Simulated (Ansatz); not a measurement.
# Changed inputs in constrained RPA: ReI2 (1T sheet), part 2 of 2

Aim: hold the target of a cRPA run on ReI2 (1T sheet) and move one thing at a time.

Ansatz 0.2.0; constrained RPA on LDA, plane waves, PAW.

So far. Step 3 (Changed: 3×3×1 mesh): On the Re t2g shell, screening brings the on-site interaction from 10.1 eV down to U = 2.43 eV. Step 4 (Changed: accuracy low): On the Re t2g shell, screening brings the on-site interaction from 9.7 eV down to U = 2.34 eV.

**6. Changed: more bands than orbitals**

input.yaml reads:

```yaml
crystal:
  lattice:
    - [0.0, 2.82620194, 2.82620194]
    - [2.82620194, -2.82620194, 0.0]
    - [17.79295725, 17.79295725, -17.79295725]
  atoms:
    - { symbol: Re, position: [0.0, 0.0, 0.3165189061] }
    - { symbol: I, position: [0.3333333333, 0.6666666667, 0.3606677924] }
    - { symbol: I, position: [0.6666666667, 0.3333333333, 0.2723700198] }
  periodic: [true, true, false]
kpoints:
  mp_grid: { grid: [6, 6, 1] }
hamiltonian:
  xc: lda
scf:
  occupations: { method: gaussian, width: 0.08 }
  n_extra_bands: 19
  max_iter: 150
  lower_state_search: "off"
output:
  crpa:
    kmesh: [6, 6, 1]
    target_bands: [v3, c1]
    projections: [{ species: Re, l: d, shell: 5, orbitals: [dxz, dyz, dxy] }]
```

The run is started by

```console
$ ansatz run input.yaml --threads 4 --pin off --max-ram 14745MiB --backend cpu --events-out ev --progress --plain --runs-dir out
```

Numbers of over 12 decimals in the logs are rounded to 6 here.

The program printed:

```text
Error: invalid value for `output.crpa.projections`: 3 orbital(s) selected but the target window spans 4 band(s); name one orbital per band of it
```

The job ended after 0.14 s (4 threads of Arm Neoverse V1, shared host; peak memory 0.094 GiB).

The input was rejected at the start.

The program's message: “Error: invalid value for `output.crpa.projections`: 3 orbital(s) selected but the target window spans 4 band(s); name one orbital per band of it”

The fault put into this input: more bands than orbitals.

**7. Changed: strain +1.5%**

The cell differs from the one that the last finished run ended in (a 3.997 → 4.057 Å, b 3.997 → 4.057 Å).

input.yaml, the sections that differ from step 6:

```yaml
crystal:
  lattice:
    - [0.0, 2.8685949691, 2.8685949691]
    - [2.8685949691, -2.8685949691, 0.0]
    - [17.79295725, 17.79295725, -17.79295725]
  atoms:
    - { symbol: Re, position: [0.0, 0.0, 0.3165189061] }
    - { symbol: I, position: [0.3333333333, 0.6666666667, 0.3606677924] }
    - { symbol: I, position: [0.6666666667, 0.3333333333, 0.2723700198] }
  periodic: [true, true, false]
output:
  crpa:
    kmesh: [6, 6, 1]
    target_bands: [v3, v1]
    projections: [{ species: Re, l: d, shell: 5, orbitals: [dxz, dyz, dxy] }]
  local_orbitals:
    kmesh: [12, 12, 1]
    orbitals: [{ species: Re, l: d, shell: 5, orbitals: [dxz, dyz, dxy] }]
    window: { bands: [v3, v1] }
    seedname: lo
# kpoints, hamiltonian, scf: as in step 6
```

The program printed:

```text
[...]
Crystal: 3 atoms, lattice volume = 439.246 Å³
Basis set: ecut = 420 eV, 8575 PW (Γ)
Bands: 44, of which v1, the nominal top of the filled ones, is band 25 counted from 1 (24 counted from 0)
Symmetry: 12 space group operations
[...]
k-points: 7 of 36
[...]
the weakly bound empty levels are not read free of the cell's end (no_gap_told)
[...]
χ-basis size per q: N_G = 1547..1606
[...]
Site 0, 5D, 3 of 5 d orbitals (Wannier functions 1, 2, 3; wannier90's mr 2, 3, 5):
      screened: U = 2.3582 eV, U' = 1.8482 eV, J = 0.2292 eV
      screened, to within: U = 7.6e-3 eV, U' = 7.6e-3 eV, J = 5.1e-4 eV
      bare: V = 9.8063 eV, V' = 9.0233 eV, J = 0.3525 eV
[...]
[key lines of the parts left out:]
SCF converged after 8 iterations
Free energy (F): -25317.307362 eV
Fermi energy:    -4.204447 eV
```

Run time: 3.5 min. Hardware: 4 threads; peak memory 2.6 GiB; 13 min of CPU time.

This step gave:

```yaml
u: 2.358 eV
u_prime_inter_orbital: 1.848 eV
j: 0.2292 eV
bare_v: 9.806 eV
bare_j: 0.3525 eV
stated_bound_on_u: 0.007544 eV
u_over_bare_v: 0.2405
electrons_in_the_window: 5.000
head_of_the_constrained_inverse_dielectric_matrix: 0.5725
least_eigenvalue_of_the_projection_s_overlap: 0.6441
target_functions: 3
bands_in_the_sums: 50
r_m_s_miss_of_the_model_bands: 0.001631 eV
width_of_the_target_bands: 1.370 eV
weight_of_the_projected_orbitals_in_the_window: 0.8449
```

On the Re t2g shell, screening brings the on-site interaction from 9.8 eV down to U = 2.36 eV.

**8. Changed: potentials**

input.yaml, the sections that differ from step 7:

```yaml
crystal:
  lattice:
    - [0.0, 2.82620194, 2.82620194]
    - [2.82620194, -2.82620194, 0.0]
    - [17.79295725, 17.79295725, -17.79295725]
  atoms:
    - { symbol: Re, position: [0.0, 0.0, 0.3165189061] }
    - { symbol: I, position: [0.3333333333, 0.6666666667, 0.3606677924] }
    - { symbol: I, position: [0.6666666667, 0.3333333333, 0.2723700198] }
  periodic: [true, true, false]
hamiltonian:
  xc: lda
  pseudopotentials: { kind: paw, source: ansatz }
output:
  crpa:
    kmesh: [6, 6, 1]
    target_bands: [v3, v1]
    projections: [{ species: Re, l: d, shell: 5, orbitals: [dxz, dyz, dxy] }]
# kpoints, scf: as in step 7
```

The program printed:

```text
[...]
Crystal: 3 atoms, lattice volume = 426.359 Å³
Basis set: ecut = 560 eV, 12941 PW (Γ)
Bands: 51, of which v1, the nominal top of the filled ones, is band 32 counted from 1 (31 counted from 0)
Symmetry: 12 space group operations
[...]
k-points: 7 of 36
[...]
the weakly bound empty levels are not read free of the cell's end (no_gap_told)
[...]
χ-basis size per q: N_G = 1523..1548
[...]
Site 0, 5D, 3 of 5 d orbitals (Wannier functions 1, 2, 3; wannier90's mr 2, 3, 5):
      screened: U = 2.3568 eV, U' = 1.8551 eV, J = 0.2257 eV
      screened, to within: U = 6.8e-3 eV, U' = 6.8e-3 eV, J = 5.1e-4 eV
      bare: V = 9.6992 eV, V' = 8.9270 eV, J = 0.3461 eV
[...]
[key lines of the parts left out:]
SCF converged after 10 iterations
Free energy (F): -33489.770677 eV
Fermi energy:    -4.140427 eV
```

The job ended after 6.7 min (4 threads; peak memory 3.9 GiB; 26 min of CPU time).

Numbers from this step:

```yaml
u: 2.357 eV
u_prime_inter_orbital: 1.855 eV
j: 0.2257 eV
bare_v: 9.699 eV
bare_j: 0.3461 eV
stated_bound_on_u: 0.006784 eV
u_over_bare_v: 0.2430
electrons_in_the_window: 5.000
head_of_the_constrained_inverse_dielectric_matrix: 0.5730
least_eigenvalue_of_the_projection_s_overlap: 0.6451
target_functions: 3
bands_in_the_sums: 64
width_of_the_target_bands: 1.476 eV
weight_of_the_projected_orbitals_in_the_window: 0.8380
```

On the Re t2g shell, screening brings the on-site interaction from 9.7 eV down to U = 2.36 eV.

**9. Side by side**

Times are wall times on 4 threads of Arm Neoverse V1, shared host, good to a factor of about two.

| run | bare V (eV) | U (eV) | J (eV) | bound on U (eV) | width (eV) | time |
| --- | --- | --- | --- | --- | --- | --- |
| target window | 9.70 | 2.359 | 0.226 | 0.0071 | 1.48 | 3.2 min |
| 3×3×1 mesh | 10.06 | 2.433 | 0.233 | 0.0082 | 1.48 | 62 s |
| accuracy low | 9.70 | 2.338 | 0.223 | 0.0796 | 1.48 | 2.1 min |
| strain +1.5% | 9.81 | 2.358 | 0.229 | 0.0075 | 1.37 | 3.5 min |
| potentials | 9.70 | 2.357 | 0.226 | 0.0068 | 1.48 | 6.7 min |

**10. Outcome**

```json
{
 "target window": "U 2.36 eV, J 0.23 eV",
 "3×3×1 mesh": "U 2.43 eV, J 0.23 eV",
 "accuracy low": "U 2.34 eV, J 0.22 eV",
 "strain +1.5%": "U 2.36 eV, J 0.23 eV",
 "potentials": "U 2.36 eV, J 0.23 eV"
}
```

In words: 3×3×1 mesh moves U by +0.07 eV at 0.32 times the time. Accuracy low moves U by −0.02 eV (within the solver's bounds, for the mean over orbitals). Strain +1.5% moves U by −0.001 eV (within the solver's bounds, for the mean over orbitals). Potentials moves U by −0.002 eV (within the solver's bounds, for the mean over orbitals) at 2.1 times the time. The printed bound covers the solver alone, not the mesh, and no denser mesh than the base was run. The parent state is non-magnetic and the interaction static (zero frequency); U depends on the window and the orbitals, so it belongs to this model alone. Spin-orbit coupling, which is strong for atoms this heavy, is left out.

[Paths, hosts, dates, memory and timing lines, banners, echoed tables and standing remarks are left out of the program output.]

[Logs are printed without paths, hosts, clocks, repeated set-up lines and the standing remarks that a program may print on its own settings, such as how far it seeks lower states.]

[Runs of the session that timed out or met a known fault of the program may be left out.]

[Hosts, paths, dates, database ids (printed as entryN), source tags and the programs' standing remarks are cut or masked in the printed files.]
